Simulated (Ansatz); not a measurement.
**Sensitivity of the G0W0 gap of GaCuSe2 (I-42d)**

Aim: change settings of a G0W0 run on GaCuSe2 (I-42d) and see what moves.

Calculated with Ansatz 0.2.0; G0W0 on PBE, plane waves, PAW; PAW set soft_1.

In doubt: one-shot GW on d or f shells is unsure, so the values of those runs are not to be relied on.

## Step 1: Set-up

Symmetry: I-42d, No. 122, tetragonal system. Conventional cell: a = 5.619 Å, b = 5.619 Å, c = 11.026 Å, α = 90.00°, β = 90.00°, γ = 90.00°. Nearest to Ga lie 4 Se at 2.42 Å. Nearest to Cu lie 4 Se at 2.42 Å. Nearest to Se lie 2 Ga at 2.42 Å and 2 Cu at 2.42 Å. Farther neighbours and most contacts between anions are not listed.

Coordinates:

```cif
data_structure
_symmetry_space_group_name_H-M 'I-42d'
_symmetry_Int_Tables_number 122
_cell_length_a 5.6191
_cell_length_b 5.6191
_cell_length_c 11.0260
_cell_angle_alpha 90.000
_cell_angle_beta 90.000
_cell_angle_gamma 90.000
_cell_volume 348.14
loop_
_atom_site_label
_atom_site_type_symbol
_atom_site_symmetry_multiplicity
_atom_site_Wyckoff_symbol
_atom_site_fract_x
_atom_site_fract_y
_atom_site_fract_z
_atom_site_occupancy
Ga1 Ga 4 b 0.50000 0.50000 0.00000 1
Cu1 Cu 4 a 0.00000 0.00000 0.00000 1
Se1 Se 8 d 0.25062 0.25000 0.12500 1
```

The cell and positions come from the Crystallography Open Database and are kept as given unless a step says otherwise.

## Step 2: The base run: 4×4×4 mesh, 395 empty bands, screening to 100 eV, PAW set soft_1 files

G0W0 replaces the xc potential by the self-energy, built once from these orbitals. Only a window of levels is corrected, while the sums run over the empty bands that the input names. This step takes PAW set soft_1 files.

The input, input.yaml:

```yaml
crystal:
  lattice:
    - [-2.80955, 2.80955, 5.513]
    - [2.80955, -2.80955, 5.513]
    - [2.80955, 2.80955, -5.513]
  atoms:
    - { symbol: Ga, position: [0.5, 0.5, 0.0] }
    - { symbol: Ga, position: [0.25, 0.75, 0.5] }
    - { symbol: Cu, position: [0.0, 0.0, 0.0] }
    - { symbol: Cu, position: [0.75, 0.25, 0.5] }
    - { symbol: Se, position: [0.375, 0.37562, 0.50062] }
    - { symbol: Se, position: [0.62438, 0.125, 0.99938] }
    - { symbol: Se, position: [0.875, 0.87438, 0.49938] }
    - { symbol: Se, position: [0.12562, 0.625, 0.00062] }
kpoints:
  mp_grid: { grid: [4, 4, 4] }
hamiltonian:
  xc: pbe
  pseudopotentials: { kind: paw, azcp: { folder: soft_1 } }
scf:
  occupations: { method: fixed }
gw:
  n_empty_bands: 395
  ecut_chi: 100
  qp_bands: [v2, c2]
  qp_kpoints: band_edges
  screening: { model: contour_deformation }
```

The run is started by

```bash
$ ansatz run input.yaml --threads 2 --pin off --max-ram 73728MiB --backend cuda --events-out ev --progress --plain --runs-dir out --devices 1 --max-vram 13GiB
```

Numbers of over 12 decimals in the logs are rounded to 6 here.

The log of the run:

```text
GPUs: using 1 of 1 available (devices: 1).
Engine: ansatz 0.2.0, x86_64-unknown-linux-gnu
Pseudopotentials: kind: paw
Pseudopotential: Ga, paw, valence charge 13, recommended cutoff 420 eV (normal), soft_1/Ga.paw.azcp
Pseudopotential: Cu, paw, valence charge 19, recommended cutoff 420 eV (normal), soft_1/Cu.paw.azcp
Pseudopotential: Se, paw, valence charge 16, recommended cutoff 420 eV (normal), soft_1/Se.paw.azcp
Functional definition: PBE
  parameter kappa = 0.804
  parameter beta = 0.066725
  exchange = pbe_x(kappa = kappa, mu = beta*pi^2/3)
  correlation = pbe_c(beta = beta)
device memory: the entry about to start is reckoned to put 3.1 GiB on a device that reports 69.9 GiB free (of which the cap on the GPU budget leaves the run 13.0 GiB)
GPU FFT provider: cuFFT
GPU libraries: cuBLAS 13.8.2, cuFFT 12.4.0, cuSOLVER 12.3.4
Crystal: 8 atoms, lattice volume = 174.069 Å³
Basis set: ecut = 420 eV, 3451 PW (Γ)
Bands: 77, of which v1, the nominal top of the filled ones, is band 64 counted from 1 (63 counted from 0)
Symmetry: 8 space group operations
Space group: I-42d (ITA 122), of the structure as read, at distance tolerance 5.6e-5 Å
k-points: 13 of 64 (time reversal used)
Non-local potential: Ga, projectors of the file, l = 0: 2, l = 1: 2, l = 2: 3, l = 3: 1
Non-local potential: Cu, projectors of the file, l = 0: 3, l = 1: 2, l = 2: 3, l = 3: 1
Non-local potential: Se, projectors of the file, l = 0: 2, l = 1: 2, l = 2: 3, l = 3: 1
PAW form: soft (Blöchl's): semilocal exchange-correlation on the pseudo side does not see the compensation charge
PAW one-centre angular grid: Ga, 590 points (default); XC on 64 Gauss nodes
PAW one-centre angular grid: Cu, 590 points (default); XC on 64 Gauss nodes
PAW one-centre angular grid: Se, 590 points (default); XC on 64 Gauss nodes
Initial density: superposition of atomic densities (chi_scale 0.1, normalization cell, long waves kept (reshape's long-wave potential 0.00 eV rms))
Initial wavefunctions: pseudopotential atomic-orbital guess
GPU buffer pool allocated for 110592 grid points (all kernels)
GPU transforms: local potential and band sums: pruned to the plane-wave sphere, on 45×45×45
Functional: x = pbe(κ = 0.804, μ = 0.219515), c = pbe(β = 0.066725)
SCF iter   1: F=—  HF=-42697.620019 eV  |F-HF|=—  |Δ(HF+E_count)|=         —  Δρ=5.71e-2  dr2=4.13e0  ethr=3.10e-3  ⟨swp⟩=4.5  Hψ=2816  notcnv=0  defer=131
preconditioner: auto → Resta (q_TF=auto, 2.592 Å⁻¹)  ε∞=4.4  [insulator: Δε(μ)=0.558 eV  Ē_g=12.923 eV  n_scr=60 (ndim 8)  ℏωp=23.9 eV  f_vac=0.054  ε∞_Penn≈4.4]
SCF iter   2: F=—  HF=-42696.890323 eV  |F-HF|=—  |Δ(HF+E_count)|=   7.30e-1  Δρ=4.55e-2  dr2=1.93e0  ethr=3.10e-3  ⟨swp⟩=2.5  Hψ=1710  notcnv=0  defer=102
[...]
E_xc         = -603.508695
  E_vxc        = -649.684831  (∫ρ·V_xc dr)
  E_paw        = -16145.337737  (= ΣΔE_a)
  E_vpaw       = -3070.296283  (= ΣTr[D̂ρ^β])
  E_aug_tail   = 0.000064  (compensation charges beyond the density's cutoff)
  E_ewald      = -14336.105182
  E_smearing   = -0.000000  (= −TS)
  E_closure    = -0.000000  (closes the sum)
  Σ components = -42696.497043   (vs F -42696.497043, Δ=0.00e0)
--- Band table (eV; the first three rows and the last of 13) ---
  k-point 0: bands = [... 60 lower, 7.0124, 8.4122, 8.4122, 8.5406, 8.7722, 10.4455, 10.8138, 12.5284, ... 9 higher]
  k-point 1: bands = [... 60 lower, 7.2481, 7.3059, 7.9141, 8.2571, 10.2364, 10.7663, 11.7446, 12.1273, ... 9 higher]
  k-point 2: bands = [... 60 lower, 7.7229, 7.7229, 8.0399, 8.0399, 9.7272, 9.7272, 11.8613, 11.8613, ... 9 higher]
  k-point 12: bands = [... 60 lower, 7.3137, 7.3137, 7.6311, 7.6311, 10.4165, 10.4165, 10.5009, 10.5009, ... 9 higher]
--- G₀W₀: contour deformation, 9 samples at zero and on the imaginary axis and 2 off it, 64 q-points, 395 empty bands' worth ---
  eigenvalues of the whole cell's RPA ε∞ on this k-mesh (on a slab, of 1 + 4πα/V) = 45.6866, 45.6866, 136.0800; static W/v taken at q = 0 is 0.015307
  bands read: the sum over 459 bands ends inside a degenerate multiplet in 4 slots, whose members it reads at an even weight; the widest, k=2: bands 459 to 460 (counted from 1) at 1/2 each
  gw.qp_kpoints: band_edges: 8 of 13 stored k-points solved, in 1 pass; an edge of the gap read off the rows below is read off those points alone
    valence top: of the k-points left out ik 8 came nearest to being solved in a further pass, in band 64 (counted from 1, as in the quasiparticle table): it holds the edge there only if its correction is more favourable than any solved in that band by at least 0.520 eV; those differ by 0.032 eV
    conduction bottom: of the k-points left out ik 7 came nearest to being solved in a further pass, in band 66 (counted from 1, as in the quasiparticle table): it holds the edge there only if its correction is more favourable than any solved in that band by at least 1.112 eV; those differ by 0.278 eV
    ik  band        ε_KS         Σx   Σc(E_QP)       V_xc       Z   E_QP_lin       E_QP  E_QP is
     0    63      8.4122   -31.2546     4.5445   -26.4129  0.6676     8.1008     8.1150  root
     0    64      8.5406   -31.6903     4.6451   -26.7508  0.6667     8.2323     8.2461  root
     0    65      8.7722   -11.1930    -3.4300   -14.8921  0.7271     9.0523     9.0413  root
     0    66     10.4455    -9.6136    -3.3067   -12.9033  0.7259    10.4286    10.4285  root
     1    63      7.9141   -33.9367     5.7697   -27.8557  0.6431     7.5862     7.6028  root
     1    64      8.2571   -31.5614     4.8009   -26.4489  0.6629     7.9293     7.9455  root
     1    65     10.2364   -12.5252    -3.4395   -16.2324  0.7114    10.5152    10.5041  root
     1    66     10.7663   -11.7510    -3.4888   -15.4295  0.7128    10.9612    10.9560  root
[...]
12    63      7.6311   -35.1890     6.2421   -28.6278  0.6346     7.2942     7.3119  root
    12    64      7.6311   -35.1890     6.2421   -28.6278  0.6346     7.2942     7.3119  root
    12    65     10.4165   -13.6609    -3.0825   -16.9469  0.7096    10.6260    10.6200  root
    12    66     10.4165   -13.6609    -3.0825   -16.9469  0.7096    10.6260    10.6200  root
[key lines of the parts left out:]
SCF converged after 11 iterations
Free energy (F): -42696.497043 eV
Fermi energy:    8.540614 eV
```

Run time: 47 s. Hardware: 1 × NVIDIA H100 80GB HBM3 (shared by 6 runs) with 2 threads of AMD EPYC 7R13 (Zen 3), shared host; peak memory 2 GiB.

Reading the cycles: dr2 is the Hartree energy of the density residual (eV), the measure of convergence; HF is the Harris–Foulkes estimate of the energy, which meets the free energy F at convergence.

This step gave:

* bands summed: 459
* RPA ε∞ on this mesh (eigenvalues): 45.69, 45.69, 136.1
* plane waves in the screening matrix: 405
* q-points in the mesh: 64
* G0W0 gap on the mesh: 0.7952 eV
* k of the valence top: 0, 0, 0
* k of the conduction bottom: 0, 0, 0
* starting gap on the mesh: 0.2316 eV
* Z at the valence top: 0.6667
* Z at the conduction bottom: 0.7271
* least direct G0W0 gap on the computed points: 0.7952 eV

The gap on the mesh goes from 0.23 eV to 0.80 eV, a correction of +0.56 eV. Between the two edge states, bare exchange in place of the xc potential would open the gap by 8.64 eV, and correlation takes back 8.08 eV.

## Step 3: Variant: potentials

Other atomic data (norm-conserving) test the pseudisation: the cutoff goes from 420 to 1251.72 eV, with the same valence electrons.

This step: G0W0 on PBE, plane waves, norm-conserving pseudopotentials.

input.yaml: that of step 2 with these lines changed.

```diff
@@ -18,3 +18,3 @@
   xc: pbe
-  pseudopotentials: { kind: paw, azcp: { folder: soft_1 } }
+  pseudopotentials: { kind: nc }
 scf:
```

The log of the run:

```text
GPUs: using 1 of 1 available (devices: 1).
[...]
GPU FFT provider: cuFFT
GPU libraries: cuBLAS 13.8.2, cuFFT 12.4.0, cuSOLVER 12.3.4
Crystal: 8 atoms, lattice volume = 174.069 Å³
Basis set: ecut = 1251.723767 eV, 17507 PW (Γ)
Bands: 77, of which v1, the nominal top of the filled ones, is band 64 counted from 1 (63 counted from 0)
[... 1 set-up line as in the run before ...]
[...]
k-points: 13 of 64 (time reversal used)
[...]
GPU buffer pool allocated for 512000 grid points (all kernels)
[...]
SCF iter   1: F=—  HF=-27690.441635 eV  |F-HF|=—  |Δ(HF+E_count)|=         —  Δρ=5.84e-2  dr2=4.96e0  ethr=3.10e-3  ⟨swp⟩=5.0  Hψ=3176  notcnv=0  defer=139
[...]
SCF iter   8: F=-27688.893404 eV  HF=-27688.893404 eV  |F-HF|=1.55e-7  |Δ(HF+E_count)|=   3.87e-6  Δρ=7.86e-6  dr2=8.37e-8  ethr=7.81e-11  ⟨swp⟩=11.5  Hψ=5326  notcnv=0
SCF 1 converged in 8 iterations: F = -27688.893404 eV  dr2 = 8.37e-8
[...]
NSCF: frozen V_eff on 13 k-points
[...]
G₀W₀ screening: q 1/13
[... further progress lines ...]
[...]
SCF converged after 8 iterations
Free energy (F): -27688.893404 eV
[...]
Internal energy: -27688.893404 eV  (E = F + TS)
E sigma→0 (E₀):  -27688.893404 eV
Fermi energy:    9.465600 eV
[...]
--- Band table (eV; the first three rows and the last of 13) ---
  k-point 0: bands = [... 60 lower, 7.9334, 9.3394, 9.3394, 9.4656, 9.6979, 11.3751, 11.7408, 13.4559, ... 9 higher]
  k-point 1: bands = [... 60 lower, 8.1705, 8.2311, 8.8400, 9.1848, 11.1605, 11.6921, 12.6740, 13.0583, ... 9 higher]
  k-point 2: bands = [... 60 lower, 8.6494, 8.6494, 8.9677, 8.9677, 10.6524, 10.6524, 12.7946, 12.7946, ... 9 higher]
  k-point 12: bands = [... 60 lower, 8.2418, 8.2418, 8.5592, 8.5592, 11.3411, 11.3411, 11.4303, 11.4303, ... 9 higher]
[...]
0    63      9.3394   -31.2140     4.5400   -26.3782  0.6677     9.0297     9.0437  root
     0    64      9.4656   -31.6352     4.6387   -26.7027  0.6668     9.1582     9.1719  root
     0    65      9.6979   -11.2025    -3.4246   -14.9107  0.7273     9.9941     9.9815  root
     0    66     11.3751    -9.5780    -3.3143   -12.8779  0.7261    11.3606    11.3606  root
     1    63      8.8400   -33.8732     5.7569   -27.8011  0.6431     8.5079     8.5249  root
     1    64      9.1848   -31.5169     4.7945   -26.4111  0.6629     8.8574     8.8735  root
     1    65     11.1605   -12.5419    -3.4294   -16.2573  0.7115    11.4596    11.4465  root
     1    66     11.6921   -11.7462    -3.4910   -15.4418  0.7128    11.9029    11.8966  root
[...]
12    63      8.5592   -35.1211     6.2269   -28.5704  0.6346     8.2171     8.2354  root
    12    64      8.5592   -35.1211     6.2269   -28.5704  0.6346     8.2171     8.2354  root
    12    65     11.3411   -13.6553    -3.0834   -16.9588  0.7096    11.5688    11.5612  root
    12    66     11.3411   -13.6553    -3.0834   -16.9588  0.7096    11.5688    11.5612  root
```

It took 2.4 min on 1 × NVIDIA H100 80GB HBM3 (shared by 6 runs) with 2 threads; peak memory 3.8 GiB; 3.3 min of CPU time.

The G0W0 gap on the mesh is 0.810 eV.

Against the base:

| setting | base | variant |
| --- | --- | --- |
| files | PAW set soft_1 | norm-conserving |

| quantity | variant | base |
| --- | --- | --- |
| starting gap on the mesh | 0.232 | 0.232 |
| G0W0 gap on the mesh | 0.810 | 0.795 |
| least direct G0W0 gap on the computed points | 0.810 | 0.795 |
| Z at the valence top | 0.667 | 0.667 |
| Z at the conduction bottom | 0.727 | 0.727 |

## Step 4: Variant: potentials

This step: G0W0 on PBE, plane waves, PAW.

input.yaml: that of step 3 with these lines changed.

```diff
@@ -18,3 +18,3 @@
   xc: pbe
-  pseudopotentials: { kind: nc }
+  pseudopotentials: { kind: paw, source: ansatz }
 scf:
```

The log of the run:

```text
GPUs: using 1 of 1 available (devices: 1).
[...]
GPU FFT provider: cuFFT
GPU libraries: cuBLAS 13.8.2, cuFFT 12.4.0, cuSOLVER 12.3.4
Crystal: 8 atoms, lattice volume = 174.069 Å³
Basis set: ecut = 1020 eV, 12873 PW (Γ)
Bands: 87, of which v1, the nominal top of the filled ones, is band 72 counted from 1 (71 counted from 0)
[... 1 set-up line as in the run before ...]
[...]
k-points: 13 of 64 (time reversal used)
[...]
GPU buffer pool allocated for 512000 grid points (all kernels)
[...]
SCF iter   1: F=—  HF=-51960.907301 eV  |F-HF|=—  |Δ(HF+E_count)|=         —  Δρ=8.20e-2  dr2=7.45e0  ethr=3.10e-3  ⟨swp⟩=5.0  Hψ=3435  notcnv=0  defer=164
[...]
SCF iter  10: F=-51958.511862 eV  HF=-51958.511862 eV  |F-HF|=7.02e-8  |Δ(HF+E_count)|=   9.69e-7  Δρ=4.19e-6  dr2=2.20e-8  ethr=6.94e-11  ⟨swp⟩=10.8  Hψ=5942  notcnv=0
SCF 1 converged in 10 iterations: F = -51958.511862 eV  dr2 = 2.20e-8
[...]
G₀W₀ screening: q 1/13
[... further progress lines ...]
[...]
SCF converged after 10 iterations
Free energy (F): -51958.511862 eV
[...]
Internal energy: -51958.511862 eV  (E = F + TS)
E sigma→0 (E₀):  -51958.511862 eV
Fermi energy:    9.691886 eV
[...]
--- Band table (eV; the first three rows and the last of 13) ---
  k-point 0: bands = [... 68 lower, 8.1633, 9.5634, 9.5634, 9.6919, 9.9265, 11.5970, 11.9655, 13.6801, ... 11 higher]
  k-point 1: bands = [... 68 lower, 8.3991, 8.4570, 9.0654, 9.4084, 11.3903, 11.9183, 12.8973, 13.2790, ... 11 higher]
  k-point 2: bands = [... 68 lower, 8.8741, 8.8741, 9.1914, 9.1914, 10.8799, 10.8799, 13.0141, 13.0141, ... 11 higher]
  k-point 12: bands = [... 68 lower, 8.4650, 8.4650, 8.7827, 8.7827, 11.5682, 11.5682, 11.6523, 11.6523, ... 11 higher]
[...]
0    71      9.5634   -31.2512     4.5425   -26.4058  0.6678     9.2455     9.2604  root
     0    72      9.6919   -31.6840     4.6421   -26.7410  0.6669     9.3764     9.3910  root
     0    73      9.9265   -11.1801    -3.4312   -14.8794  0.7273    10.2055    10.1946  root
     0    74     11.5970    -9.6097    -3.3073   -12.8997  0.7260    11.5798    11.5797  root
     1    71      9.0654   -33.9279     5.7658   -27.8444  0.6433     8.7304     8.7477  root
     1    72      9.4084   -31.5573     4.7985   -26.4413  0.6631     9.0739     9.0909  root
     1    73     11.3903   -12.5163    -3.4416   -16.2243  0.7117    11.6676    11.6567  root
     1    74     11.9183   -11.7450    -3.4898   -15.4240  0.7131    12.1127    12.1075  root
[...]
12    71      8.7827   -35.1778     6.2376   -28.6145  0.6348     8.4384     8.4570  root
    12    72      8.7827   -35.1778     6.2376   -28.6145  0.6348     8.4384     8.4570  root
    12    73     11.5682   -13.6533    -3.0844   -16.9411  0.7099    11.7776    11.7716  root
    12    74     11.5682   -13.6533    -3.0844   -16.9411  0.7099    11.7776    11.7716  root
```

The job ended after 2.1 min (1 × NVIDIA H100 80GB HBM3 (shared by 6 runs) with 2 threads; peak memory 3.4 GiB).

The G0W0 gap on the mesh is 0.804 eV.

Against the base:

| setting | base | variant |
| --- | --- | --- |
| files | PAW set soft_1 | hard PAW |

| quantity | variant | base |
| --- | --- | --- |
| starting gap on the mesh | 0.235 | 0.232 |
| G0W0 gap on the mesh | 0.804 | 0.795 |
| least direct G0W0 gap on the computed points | 0.804 | 0.795 |
| Z at the valence top | 0.667 | 0.667 |
| Z at the conduction bottom | 0.727 | 0.727 |

## Step 5: Summary of results

```
base       : 0.80 eV, 47 s
potentials : 0.81 eV, 2.4 min
potentials : 0.80 eV, 2.1 min
```

In words: Potentials: the gap moves by +0.01 eV and the time by a factor of 3.0 (the plane-wave cutoff goes from 420 to 1251.72 eV). Potentials: the gap moves by +0.01 eV and the time by a factor of 2.6 (the plane-wave cutoff goes from 420 to 1020 eV). All runs here use a coarse mesh and modest cutoffs; they test settings and are not final values. The 4×4×4 mesh is coarse for this cell (its supercell is 27 Å along the shortest edge). The RPA ε∞ on it, from the PBE start, is 45.69 and 136.08; such meshes misread the long-range screening, most where the gap is narrow. The RPA ε∞ on this mesh reaches over 25; with a narrow direct gap a coarse mesh can overstate it, and the correction is then too small. A d shell, filled or nearly so, lies near the gap. One-shot GW converges very slowly in bands there, not always from below, and on a semilocal start the gap tends to come out low; starts rich in exact exchange can overshoot instead. The many-body steps are scalar-relativistic: spin-orbit coupling is not in them.

[Paths, hosts, dates, memory and timing lines, banners, echoed tables and standing remarks are left out of the program output.]

[Logs are printed without paths, hosts, clocks, repeated set-up lines and the standing remarks that a program may print on its own settings, such as how far it seeks lower states.]

[Runs of the session that timed out or met a known fault of the program may be left out.]

[Cells called generated may have been cut or substituted from an entry of the Crystallography Open Database or the Materials Project.]

[Hosts, paths, dates, database ids (printed as entryN), source tags and the programs' standing remarks are cut or masked in the printed files.]
